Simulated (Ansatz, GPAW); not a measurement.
# 2H-MoOSe monolayer in an electric field, part 2 of 3

Wanted: the out-of-plane polarisability of 2H-MoOSe monolayer.

GPAW 26.7.0 and Ansatz 0.2.0; Ansatz plane waves; layer without images along its normal, relaxation of atoms and in-plane cell (the session's first sound run).

So far. Step 2 (Relaxing the atoms): The relaxation lowered the energy of the cell by 0.147 eV.

## (3) The slab's potential

With the geometry fixed, the planar mean of the potential gives the vacuum level on each side.

This step: GPAW, PAW setups; slab in vacuum (GPAW 26.7.0).

The cell differs from the one that the last finished run ended in (c 29.732 → 20.881 Å).

File run.py:

```python
import json
import numpy as np
from ase import Atoms
from gpaw import GPAW, PW

slab = Atoms(
    ['Se', 'Mo', 'O'],
    positions=[
        [-0.00000, 1.77106, 9.00000],
        [-0.00000, 0.00000, 10.77017],
        [-0.00000, 1.77106, 11.88091]],
    cell=[[3.06757, -0.0, -0.0], [-1.53378, 2.65659, 0.0], [-0.0, 0.0, 20.8809]],
    pbc=[True, True, False])

slab.calc = GPAW(mode=PW(500), xc='PBE', kpts={'size': (12, 12, 1), 'gamma': True},
                 occupations={'name': 'fermi-dirac', 'width': 0.05}, nbands='140%',
                 convergence={'density': 1e-05}, maxiter=200,
                 poissonsolver={'dipolelayer': 'xy'},
                 symmetry={'tolerance': 1e-3}, txt='slab.txt')
result = {}
energy = slab.get_potential_energy()
fermi = slab.calc.get_fermi_level()
v = slab.calc.get_electrostatic_potential().mean((0, 1)) - fermi
n = slab.calc.get_pseudo_density().mean((0, 1))
L = slab.cell[2, 2]
z = np.arange(len(v)) * L / len(v)
low, high = slab.positions[:, 2].min(), slab.positions[:, 2].max()
below, above = np.interp([low - 6.8, high + 6.8], z, v)
slopes = [np.interp(x, z, np.gradient(v, z)) for x in (low - 6.8, high + 6.8)]
eps = np.array([[slab.calc.get_eigenvalues(k, s) for k in range(len(slab.calc.get_ibz_k_points()))]
                for s in range(slab.calc.get_number_of_spins())]) - fermi
top, bottom = eps[eps < 0].max(), eps[eps > 0].min()
dipole = slab.get_dipole_moment()[2]
print(f'energy {energy:.4f} eV, Fermi level {fermi:.4f} eV, dipole {dipole:.5f} e A')
print(f'potential 6.8 A off the faces, from the Fermi level: lower {below:.4f} eV, upper {above:.4f} eV')
print(f'slope of the potential there: lower {slopes[0]:.5f}, upper {slopes[1]:.5f} eV/A')
print(f'nearest levels on the mesh: {top:.4f} and {bottom:.4f} eV')
print('magnetic moment', round(slab.get_magnetic_moment(), 3))
result.update(energy=energy, fermi=fermi, dipole=dipole, below=below, above=above, slopes=slopes, edges=[top, bottom],
              z=z.tolist(), v=v.tolist(), n=n.tolist(), positions=slab.positions.tolist(),
              forces=slab.get_forces(apply_constraint=False).tolist(), moments=slab.get_magnetic_moments().tolist())
json.dump(result, open('result.json', 'w'))
```

Run with:

```
$ OMP_NUM_THREADS=1 OPENBLAS_NUM_THREADS=1 python run.py
```

What it wrote:

```text
energy -22.9002 eV, Fermi level -1.1030 eV, dipole -0.10389 e A
potential 6.8 A off the faces, from the Fermi level: lower 3.7635 eV, upper 6.0717 eV
slope of the potential there: lower -0.00028, upper 0.00038 eV/A
nearest levels on the mesh: -0.3695 and 0.3968 eV
magnetic moment 0.0
```

Elapsed: 19 s, on 1 thread of Intel Xeon Platinum 8488C (Sapphire Rapids), shared host; peak memory 0.21 GiB.

Numbers from this step:

```
dipole along the normal                    : -0.1039 e·Å
levels nearest the Fermi level on the mesh : -0.3695, 0.3968 eV from the Fermi level
upper work function                        : 6.072 eV
lower work function                        : 3.764 eV
upper ionisation energy                    : 6.441 eV
```

Electrostatic potential energy of an electron (without an applied field's), less the Fermi level, planar mean against z:

z (Å), electrostatic potential energy of an electron (without an applied field's), less the Fermi level, planar mean (eV) and a bar from the least value:
```
      0.0        4.9 #############################
      0.5        3.8 ############################
      1.0        3.8 ############################
      1.5        3.8 ############################
      2.0        3.8 ############################
      2.5        3.8 ############################
      3.0        3.8 ############################
      3.5        3.8 ############################
      4.0        3.8 ############################
      4.5        3.8 ############################
      5.0        3.8 ############################
      5.5        3.8 ############################
      6.0        3.8 ############################
      6.5        3.7 ############################
      7.0        3.6 ############################
      7.5        3.1 ###########################
      8.0        0.6 #########################
      8.5       -9.3 ###############
      9.0      -25.6 
      9.5      -10.7 ##############
     10.0       -7.2 #################
     10.5      -20.7 #####
     11.0      -21.8 ####
     11.5       -9.8 ###############
     12.0       -8.8 ################
     12.5        3.3 ###########################
     13.0        5.7 ##############################
     13.5        6.0 ##############################
     14.0        6.1 ##############################
     14.5        6.1 ##############################
     15.0        6.1 ##############################
     15.5        6.1 ##############################
     16.0        6.1 ##############################
     16.5        6.1 ##############################
     17.0        6.1 ##############################
     17.5        6.1 ##############################
     18.0        6.1 ##############################
     18.5        6.1 ##############################
     19.0        6.1 ##############################
     19.5        6.1 ##############################
     20.0        6.1 ##############################
     20.5        6.0 ##############################
```

The pseudo valence density, planar mean by z:

```
z (Å)  pseudo valence density, planar mean (e/Å³)
 0.00                                           0
 0.58                                           0
 1.16                                           0
 1.74                                           0
 2.32                                           0
 2.71                                           0
 3.29                                      1.7e-6
 3.87                                           0
 4.45                                      6.0e-6
 5.03                                      1.9e-5
 5.61                                      1.2e-4
 6.19                                      6.5e-4
 6.77                                     0.00372
 7.35                                      0.0220
 7.73                                      0.0706
 8.31                                       0.316
 8.89                                       0.269
 9.47                                       0.521
10.05                                       0.482
10.63                                        1.58
11.21                                       0.898
11.79                                       0.928
12.37                                       0.352
12.95                                      0.0376
13.34                                     0.00869
13.92                                     0.00105
14.50                                      1.4e-4
15.08                                      2.1e-5
15.66                                      3.1e-6
16.24                                           0
16.82                                           0
17.40                                           0
17.98                                           0
18.37                                           0
18.95                                           0
19.53                                           0
20.11                                           0
20.69                                           0
```

The layer is gapped, so the Fermi level lies somewhere inside the gap, set by smearing and numerics, and these work functions are no property of the material; the band edges below the vacuum level are. The potential is flat to 3.8e-4 eV/Å where it is read, so the vacuum is wide enough. The geometry is the other program's minimum; here the largest force on a free atom is 0.027 eV/Å.

## (4) Field on

A uniform field along the normal polarises the slab; the atoms stay fixed, so this is the electronic response alone.

run.py: that of step 3 with these lines changed.

```diff
@@ -4,2 +4,3 @@
 from gpaw import GPAW, PW
+from gpaw.external import ConstantElectricField
 
@@ -18,2 +19,3 @@
                  poissonsolver={'dipolelayer': 'xy'},
+                 external=ConstantElectricField(-0.2, [0, 0, 1]),
                  symmetry={'tolerance': 1e-3}, txt='slab.txt')
```

What it wrote:

```text
energy -22.9251 eV, Fermi level -1.0605 eV, dipole -0.14483 e A
potential 6.8 A off the faces, from the Fermi level: lower 3.2525 eV, upper 6.4683 eV
slope of the potential there: lower -0.00027, upper 0.00038 eV/A
nearest levels on the mesh: -0.3774 and 0.4037 eV
magnetic moment 0.0
```

Wall time 62 s (1 thread); peak memory 0.39 GiB.

Numbers from this step:

* dipole along the normal: -0.1448 e·Å
* levels nearest the Fermi level on the mesh: -0.3774, 0.4037 eV from the Fermi level
* potential below the slab, the applied field's own ramp left out: 3.253 eV from the Fermi level
* potential above the slab, the applied field's own ramp left out: 6.468 eV from the Fermi level

Electrostatic potential energy of an electron (without an applied field's), less the Fermi level, planar mean against z:

z (Å), electrostatic potential energy of an electron (without an applied field's), less the Fermi level, planar mean (eV) and a bar from the least value:
```
      0.0        4.9 #############################
      0.5        3.3 ###########################
      1.0        3.3 ###########################
      1.5        3.3 ###########################
      2.0        3.3 ###########################
      2.5        3.3 ###########################
      3.0        3.3 ###########################
      3.5        3.3 ###########################
      4.0        3.3 ###########################
      4.5        3.3 ###########################
      5.0        3.3 ###########################
      5.5        3.2 ###########################
      6.0        3.2 ###########################
      6.5        3.2 ###########################
      7.0        3.1 ###########################
      7.5        2.6 ##########################
      8.0        0.2 ########################
      8.5       -9.6 ###############
      9.0      -25.8 
      9.5      -10.9 ##############
     10.0       -7.3 #################
     10.5      -20.7 #####
     11.0      -21.6 ####
     11.5       -9.6 ###############
     12.0       -8.5 ################
     12.5        3.7 ###########################
     13.0        6.0 ##############################
     13.5        6.4 ##############################
     14.0        6.5 ##############################
     14.5        6.5 ##############################
     15.0        6.5 ##############################
     15.5        6.5 ##############################
     16.0        6.5 ##############################
     16.5        6.5 ##############################
     17.0        6.5 ##############################
     17.5        6.5 ##############################
     18.0        6.5 ##############################
     18.5        6.5 ##############################
     19.0        6.5 ##############################
     19.5        6.5 ##############################
     20.0        6.5 ##############################
     20.5        6.3 ##############################
```

The dipole is now -0.145 e Å, against -0.10 in the run without a field.

## (5) Field on

run.py: that of step 4 with these lines changed.

```diff
@@ -19,3 +19,3 @@
                  poissonsolver={'dipolelayer': 'xy'},
-                 external=ConstantElectricField(-0.2, [0, 0, 1]),
+                 external=ConstantElectricField(-0.1, [0, 0, 1]),
                  symmetry={'tolerance': 1e-3}, txt='slab.txt')
```

What it wrote:

```text
energy -22.9117 eV, Fermi level -1.0813 eV, dipole -0.12441 e A
potential 6.8 A off the faces, from the Fermi level: lower 3.5073 eV, upper 6.2696 eV
slope of the potential there: lower -0.00027, upper 0.00038 eV/A
nearest levels on the mesh: -0.3734 and 0.4002 eV
magnetic moment 0.0
```

Wall time 61 s (1 thread); peak memory 0.39 GiB.

This step gave:

```yaml
dipole_along_the_normal: -0.1244 e·Å
levels_nearest_the_fermi_level_on_the_mesh: -0.3734, 0.4002 eV from the Fermi level
potential_below_the_slab_the_applied_field_s_own_ramp_left_out: 3.507 eV from the Fermi level
potential_above_the_slab_the_applied_field_s_own_ramp_left_out: 6.270 eV from the Fermi level
```

Table of electrostatic potential energy of an electron (without an applied field's), less the Fermi level, planar mean by z:

z (Å), electrostatic potential energy of an electron (without an applied field's), less the Fermi level, planar mean (eV) and a bar from the least value:
```
      0.0        4.9 #############################
      0.5        3.5 ###########################
      1.0        3.5 ###########################
      1.5        3.5 ###########################
      2.0        3.5 ###########################
      2.5        3.5 ###########################
      3.0        3.5 ###########################
      3.5        3.5 ###########################
      4.0        3.5 ###########################
      4.5        3.5 ###########################
      5.0        3.5 ###########################
      5.5        3.5 ###########################
      6.0        3.5 ###########################
      6.5        3.5 ###########################
      7.0        3.4 ###########################
      7.5        2.8 ###########################
      8.0        0.4 ########################
      8.5       -9.5 ###############
      9.0      -25.7 
      9.5      -10.8 ##############
     10.0       -7.3 #################
     10.5      -20.7 #####
     11.0      -21.7 ####
     11.5       -9.7 ###############
     12.0       -8.6 ################
     12.5        3.5 ###########################
     13.0        5.8 ##############################
     13.5        6.2 ##############################
     14.0        6.3 ##############################
     14.5        6.3 ##############################
     15.0        6.3 ##############################
     15.5        6.3 ##############################
     16.0        6.3 ##############################
     16.5        6.3 ##############################
     17.0        6.3 ##############################
     17.5        6.3 ##############################
     18.0        6.3 ##############################
     18.5        6.3 ##############################
     19.0        6.3 ##############################
     19.5        6.3 ##############################
     20.0        6.3 ##############################
     20.5        6.2 ##############################
```

The dipole is now -0.124 e Å, against -0.10 in the run without a field.

## (6) In a field

run.py: that of step 5 with these lines changed.

```diff
@@ -19,3 +19,3 @@
                  poissonsolver={'dipolelayer': 'xy'},
-                 external=ConstantElectricField(-0.1, [0, 0, 1]),
+                 external=ConstantElectricField(-0.05, [0, 0, 1]),
                  symmetry={'tolerance': 1e-3}, txt='slab.txt')
```

What it wrote:

```text
energy -22.9057 eV, Fermi level -1.0921 eV, dipole -0.11419 e A
potential 6.8 A off the faces, from the Fermi level: lower 3.6353 eV, upper 6.1707 eV
slope of the potential there: lower -0.00027, upper 0.00038 eV/A
nearest levels on the mesh: -0.3715 and 0.3985 eV
magnetic moment 0.0
```

Run time: 60 s. Hardware: 1 thread; peak memory 0.39 GiB.

## (7) In a field

run.py: that of step 6 with these lines changed.

```diff
@@ -19,3 +19,3 @@
                  poissonsolver={'dipolelayer': 'xy'},
-                 external=ConstantElectricField(-0.05, [0, 0, 1]),
+                 external=ConstantElectricField(0.05, [0, 0, 1]),
                  symmetry={'tolerance': 1e-3}, txt='slab.txt')
```

What it wrote:

```text
energy -22.8953 eV, Fermi level -1.1141 eV, dipole -0.09372 e A
potential 6.8 A off the faces, from the Fermi level: lower 3.8921 eV, upper 5.9729 eV
slope of the potential there: lower -0.00028, upper 0.00038 eV/A
nearest levels on the mesh: -0.3676 and 0.3951 eV
magnetic moment 0.0
```

It took 60 s on 1 thread; peak memory 0.38 GiB.

## (8) In a field

run.py: that of step 7 with these lines changed.

```diff
@@ -19,3 +19,3 @@
                  poissonsolver={'dipolelayer': 'xy'},
-                 external=ConstantElectricField(0.05, [0, 0, 1]),
+                 external=ConstantElectricField(0.1, [0, 0, 1]),
                  symmetry={'tolerance': 1e-3}, txt='slab.txt')
```

What it wrote:

```text
energy -22.8909 eV, Fermi level -1.1253 eV, dipole -0.08347 e A
potential 6.8 A off the faces, from the Fermi level: lower 4.0211 eV, upper 5.8743 eV
slope of the potential there: lower -0.00028, upper 0.00038 eV/A
nearest levels on the mesh: -0.3657 and 0.3934 eV
magnetic moment 0.0
```

Elapsed: 62 s, on 1 thread; peak memory 0.39 GiB.

The dipole is now -0.0835 e Å, against -0.10 in the run without a field.

## (9) Field on

run.py: that of step 8 with these lines changed.

```diff
@@ -19,3 +19,3 @@
                  poissonsolver={'dipolelayer': 'xy'},
-                 external=ConstantElectricField(0.1, [0, 0, 1]),
+                 external=ConstantElectricField(0.2, [0, 0, 1]),
                  symmetry={'tolerance': 1e-3}, txt='slab.txt')
```

What it wrote:

```text
energy -22.8836 eV, Fermi level -1.1484 eV, dipole -0.06295 e A
potential 6.8 A off the faces, from the Fermi level: lower 4.2801 eV, upper 5.6776 eV
slope of the potential there: lower -0.00028, upper 0.00037 eV/A
nearest levels on the mesh: -0.3619 and 0.3900 eV
magnetic moment 0.0
```

Run time: 62 s. Hardware: 1 thread; peak memory 0.38 GiB.

The dipole is now -0.0629 e Å, against -0.10 in the run without a field.

(Part 2 of 3 ends here.)

[Logs are printed without paths, hosts, clocks, repeated set-up lines and the standing remarks that a program may print on its own settings, such as how far it seeks lower states.]

[Hosts, paths, dates, database ids (printed as entryN), source tags and the programs' standing remarks are cut or masked in the printed files.]
